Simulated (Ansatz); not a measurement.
# Lattice dynamics of Zr2CO2 monolayer

Task: relax Zr2CO2 monolayer, then find its harmonic phonons.

Method: DFT PBEsol, scalar-relativistic, plane waves, PAW; PAW set soft_1, in Ansatz 0.2.0.

## (1) Starting point

The cell holds 5 atoms: 1 C, 2 Zr and 2 O. Cell: a = 3.300 Å, b = 3.300 Å, c = 20.000 Å, α = 90.0°, β = 90.0°, γ = 120.0°. Vacuum lies along c.

## (2) Coarse relaxation

The start is far from rest, so a relaxation with loose tolerances brings it close first.

The program solves this slab on a cell height of its own, 32.6 Å, in place of the one typed.

The input, input.yaml:

```yaml
crystal:
  lattice:
    - [3.3, 0.0, 0.0]
    - [-1.65, 2.85788, 0.0]
    - [0.0, 0.0, 20.0]
  atoms:
    - { symbol: C, position: [0.0, 0.0, 0.5] }
    - { symbol: Zr, position: [0.333333, 0.666667, 0.56] }
    - { symbol: Zr, position: [0.666667, 0.333333, 0.44] }
    - { symbol: O, position: [0.666667, 0.333333, 0.61] }
    - { symbol: O, position: [0.333333, 0.666667, 0.39] }
  periodic: [true, true, false]
kpoints:
  mp_grid: { grid: [9, 9, 1] }
hamiltonian:
  xc: pbesol
  pseudopotentials: { kind: paw, azcp: { folder: soft_1 }, xc_functional: pbe }
scf:
  occupations: { method: gaussian, width: 0.1 }
output:
  forces: true
  stress: true
  eigenvalues: true
relax:
  adjacent_minimum: "off"
  f_tol: 0.05
  max_steps: 80
  cell: { stress_2d_tol: 0.02 }
```

Run with:

```bash
$ ansatz run input.yaml --threads 4 --pin off --max-ram 16384MiB --backend cpu --events-out ev --progress --plain --runs-dir out
```

Numbers of over 12 decimals in the logs are rounded to 6 here.

Output:

```text
[...]
cell:  # Å, volume = 303.5050 Å³
    - [3.278754, 0.0, 0]
    - [-1.639377, 2.839484, 0]
    - [0, 0, 32.6]
  atoms:
    - { symbol: C, position: [0, 0, 0.306748] }
    - { symbol: Zr, position: [0.333333, 0.666667, 0.349318] }
    - { symbol: Zr, position: [0.666667, 0.333333, 0.264179] }
    - { symbol: O, position: [0.666667, 0.333333, 0.377284] }
    - { symbol: O, position: [0.333333, 0.666667, 0.236213] }
[key lines of the parts left out:]
SCF converged after 6 iterations
Free energy (F): -9631.950369 eV
Fermi energy:    -4.875913 eV
P = ½ c Tr σ = -0.0019 N/m
```

Wall time 18 s (4 threads of Arm Neoverse V2, shared host); peak memory 0.66 GiB; 66 s of CPU time.

The steps of the relaxation:

| step | energy less that of the first step (eV) | largest force component (eV/Å) | volume (Å³) |
| --- | --- | --- | --- |
| 1 | 0.0000 | 5.5688 | 307.45 |
| 2 | -0.8500 | 0.8838 | 308.22 |
| 3 | -0.7651 | 0.8819 | 292.75 |
| 4 | -0.9070 | 0.0706 | 303.84 |
| 5 | -0.9073 | 0.0037 | 303.59 |
| 6 | -0.9073 | 0.0005 | 303.57 |
| 7* | -0.9060 | 0.0007 | 303.57 |
| 8 | -0.9061 | 0.0001 | 303.51 |
| 9* | -0.9060 | 0.0001 | 303.51 |

Relaxation steps marked * repeat the geometry before them on a plane-wave basis chosen anew for their cell, so energy and pressure can jump there. Relaxation step 3 was tried and not accepted.

Forces are held to the 12 operations that the run works with; a distortion that breaks them can't arise in this run.

| cell as run | before | after | change |
| --- | --- | --- | --- |
| a (Å) | 3.300 | 3.279 | -0.6 % |
| b (Å) | 3.300 | 3.279 | -0.6 % |

The atoms that moved most (Å, along periodic axes as changes of fractional coordinates times the final cell, across vacuum about the mean position):

| atom | dx | dy | dz | length |
| --- | --- | --- | --- | --- |
| Zr2 | 0.000 | 0.000 | 0.188 | 0.188 |
| Zr3 | 0.000 | 0.000 | -0.188 | 0.188 |
| O5 | 0.000 | 0.000 | -0.099 | 0.099 |
| O4 | 0.000 | 0.000 | 0.099 | 0.099 |

The relaxed structure:

```xyz
5
Lattice="3.2788 0.0000 0.0000 -1.6394 2.8395 0.0000 0.0000 0.0000 32.6000" Properties=species:S:1:pos:R:3
C     0.0000    0.0000   10.0000
Zr    0.0000    1.8930   11.3878
Zr    1.6394    0.9465    8.6122
O     1.6394    0.9465   12.2995
O     0.0000    1.8930    7.7005
```

Numbers from this step:

| Item | Value |
| --- | --- |
| gap on the k-mesh | 0.9484 eV |
| direct gap on mesh | 1.828 eV |
| area per atom | 1.862 Å² |

The relaxation ends with a largest force component of 1.2e-4 eV/Å.

## (3) Relaxation

Harmonic phonons are second derivatives at a point where the forces vanish, and they are wanted at zero stress, so atoms and cell are relaxed first.

input.yaml, the sections that differ from step 2:

```yaml
crystal:
  lattice:
    - [3.2787537359, 0.0, 0.0]
    - [-1.6393768679, 2.839484028, 0.0]
    - [0.0, 0.0, 32.6]
  atoms:
    - { symbol: C, position: [0.0, 0.0, 0.3067484663] }
    - { symbol: Zr, position: [0.3333333333, 0.6666666667, 0.3493183091] }
    - { symbol: Zr, position: [0.6666666667, 0.3333333333, 0.2641786234] }
    - { symbol: O, position: [0.6666666667, 0.3333333333, 0.37728391] }
    - { symbol: O, position: [0.3333333333, 0.6666666667, 0.2362130225] }
  periodic: [true, true, false]
scf:
  occupations: { method: gaussian, width: 0.02 }
relax:
  adjacent_minimum: "off"
  f_tol: 0.005
  max_steps: 80
  cell: { stress_2d_tol: 0.02 }
# kpoints, hamiltonian, output: as in step 2
```

Output:

```text
[...]
Crystal: 5 atoms, lattice volume = 303.505 Å³
Basis set: ecut = 420 eV, 6073 PW (Γ), exchange–correlation on 48×48×450 points (8 copies of the dense FFT grid, shifted against one another)
Bands: 25, of which v1, the nominal top of the filled ones, is band 20 counted from 1 (19 counted from 0)
Symmetry: 12 space group operations
[...]
k-points: 12 of 81
[...]
cell:  # Å, volume = 303.5050 Å³
    - [3.278754, -2.8867446788563917e-11, 0.0]
    - [-1.639377, 2.839484, 0.0]
    - [0.0, 0.0, 32.6]
  atoms:
    - { symbol: C, position: [0.0, 0.0, 0.30674846626] }
    - { symbol: Zr, position: [0.333333, 0.666667, 0.34931830911] }
    - { symbol: Zr, position: [0.666667, 0.333333, 0.26417862341] }
    - { symbol: O, position: [0.666667, 0.333333, 0.377284] }
    - { symbol: O, position: [0.333333, 0.666667, 0.23621302251] }
[key lines of the parts left out:]
SCF converged after 5 iterations
Free energy (F): -9631.950368 eV
Fermi energy:    -4.870471 eV
P = ½ c Tr σ = -0.0019 N/m
```

Run time: 4.4 s. Hardware: 4 threads; peak memory 0.65 GiB; 16 s of CPU time.

Little changed from the start: no atom moved by 0.005 Å and no cell edge by 0.1 %.

## (4) Relaxing to small forces for the phonons

Phonons need a cell at rest on their own settings, so the relaxation is repeated with tight tolerances on forces and stress, using the mesh and the filling of the phonon run that follows.

input.yaml, the sections that differ from step 3:

```yaml
kpoints:
  mp_grid: { grid: [12, 12, 1] }
scf:
  occupations: { method: fixed }
output:
  forces: true
  stress: true
  eigenvalues: true
  write_density: true
  write_potential: true
  elf: true
  volumetric_format: npy
relax:
  adjacent_minimum: "off"
  f_tol: 0.001
  max_steps: 60
  cell: { stress_2d_tol: 0.002 }
# crystal, hamiltonian: as in step 3
```

Output:

```text
[...]
Crystal: 5 atoms, lattice volume = 303.505 Å³
Basis set: ecut = 420 eV, 6073 PW (Γ), exchange–correlation on 48×48×450 points (8 copies of the dense FFT grid, shifted against one another)
Bands: 25, of which v1, the nominal top of the filled ones, is band 20 counted from 1 (19 counted from 0)
Symmetry: 12 space group operations
[...]
k-points: 19 of 144
[...]
cell:  # Å, volume = 303.4735 Å³
    - [3.278584, -2.8865948178170768e-11, 0]
    - [-1.639292, 2.839337, 0]
    - [0, 0, 32.6]
  atoms:
    - { symbol: C, position: [0, 0, 0.30674846626] }
    - { symbol: Zr, position: [0.333333, 0.666667, 0.349323] }
    - { symbol: Zr, position: [0.666667, 0.333333, 0.264174] }
    - { symbol: O, position: [0.666667, 0.333333, 0.377294] }
    - { symbol: O, position: [0.333333, 0.666667, 0.236203] }
[key lines of the parts left out:]
SCF converged after 9 iterations
Free energy (F): -9631.951258 eV
Fermi energy:    -5.346465 eV
P = ½ c Tr σ = -0.0014 N/m
```

The job ended after 18 s (4 threads; peak memory 0.68 GiB; 69 s of CPU time).

Little changed from the start: no atom moved by 0.005 Å and no cell edge by 0.1 %.

This step gave:

```yaml
gap_on_the_k_mesh: 0.9267 eV
direct_gap_on_mesh: 1.830 eV
```

Electrostatic potential energy in the ac plane at fractional y = 0.333, with atoms of Zr and O within 0.2 Å of it. With pseudopotentials it is smooth inside the atoms' cores, unlike the true potential.

Values in eV, 24 rows by 14 columns, each cell a mean:
```
  0   0   0   0   0   0   0   0   0   0   0   0   0   0
  0   0   0   0   0   0   0   0   0   0   0   0   0   0
  0   0   0   0   0   0   0   0   0   0   0   0   0   0
  0   0   0   0   0   0   0   0   0   0   0   0   0   0
  0   0   0   0   0   0   0   0   0   0   0   0   0   0
  0   0   0   0   0   0   0   0   0   0   0   0   0   0
  0   0   0   0   0   0   0   0   0   0   0   0   0   0
  0   0   0   0   0   0   0   0   0   0   0   0   0   0
  0   0   0   0   0   0   0   0   0   0   0   0   0   0
  0   0   0   0   0   0   0   0   0   0   0   0   0   0
  0   0   0   0   0   0   0   0   0   0   0   0   0   0
  0   0   0   0   0   0   0   0   0   0   0   0   0   0
  0   0   0   0   0   0   0   0   0   0   0   0   0   0
  0   0   0   0   0   0   0   0   0   0   0   0   0   0
 -3  -4  -4  -4  -3  -3  -6 -14 -20 -22 -21 -18 -10  -3
-13 -17 -20 -19 -16 -11  -9 -11 -14 -15 -15 -13  -9  -9
 -6  -6  -7  -7  -6  -6  -6  -7  -9 -10 -10  -8  -7  -6
-11  -7  -5  -6  -9 -18 -30 -34 -35 -35 -35 -35 -33 -25
 -4  -3  -2  -3  -3  -5  -8 -12 -15 -16 -15 -14 -10  -6
  0   0   0   0   0   0   0   0  -1  -1  -1  -1   0   0
  0   0   0   0   0   0   0   0   0   0   0   0   0   0
  0   0   0   0   0   0   0   0   0   0   0   0   0   0
  0   0   0   0   0   0   0   0   0   0   0   0   0   0
  0   0   0   0   0   0   0   0   0   0   0   0   0   0
```
Columns run along a (3.3 Å; values clipped at the 3rd and 97th percentile), rows up along c (32.6 Å). Atoms in or near the plane, at fractional coordinates: Zr at (0.67, 0.26), O at (0.67, 0.38).

ELF in the ac plane at fractional y = 0.333, with atoms of Zr and O within 0.2 Å of it. It is the smooth field of the valence electrons, not physical close to the nuclei.

Ten even steps from '0' (0.00) to '9' (0.75), each cell a mean:
```
00000000000000000
00000000000000000
00000000000000000
00000000000000000
00000000000000000
00000000000000000
00000000000000000
00000000000000000
00000000000000000
00000000000000000
00000000000000000
00000000000000000
00000000000000000
00000000112221110
41000258999889997
12343223466666542
67777754322222235
22343225898679984
46777532223333212
00111000000000000
00000000000000000
00000000000000000
00000000000000000
00000000000000000
```
Columns run along a (3.3 Å), rows up along c (32.6 Å). Atoms in or near the plane, at fractional coordinates: Zr at (0.67, 0.26), O at (0.67, 0.38).

Valence density in the ac plane at fractional y = 0.333, with atoms of Zr and O within 0.2 Å of it. It is the smooth field of the valence electrons, not physical close to the nuclei.

Ten steps, logarithmic in the rise over the least value, from '0' (0.0 e/Å³) to '9' (3.7 e/Å³), each cell a mean:
```
00000000000000000
00000000000000000
00000000000000000
00000000000000000
00000000000000000
00000000000000000
00000000000000000
00000000000000000
00000000000000000
00000000000000000
00000000000000000
00000000000000000
00000000000000000
00000000000000000
32222235689999764
55565555567887655
45555544444444444
54444456899999986
34444433455665443
00000000000000000
00000000000000000
00000000000000000
00000000000000000
00000000000000000
```
Columns run along a (3.3 Å), rows up along c (32.6 Å). Atoms in or near the plane, at fractional coordinates: Zr at (0.67, 0.26), O at (0.67, 0.38).

The largest force component left is 0.039 meV/Å, within the tolerances set.

(Continued in part 2 of 3.)

[Logs are printed without paths, hosts, clocks, repeated set-up lines and the standing remarks that a program may print on its own settings, such as how far it seeks lower states.]

[Hosts, paths, dates, database ids (printed as entryN), source tags and the programs' standing remarks are cut or masked in the printed files.]
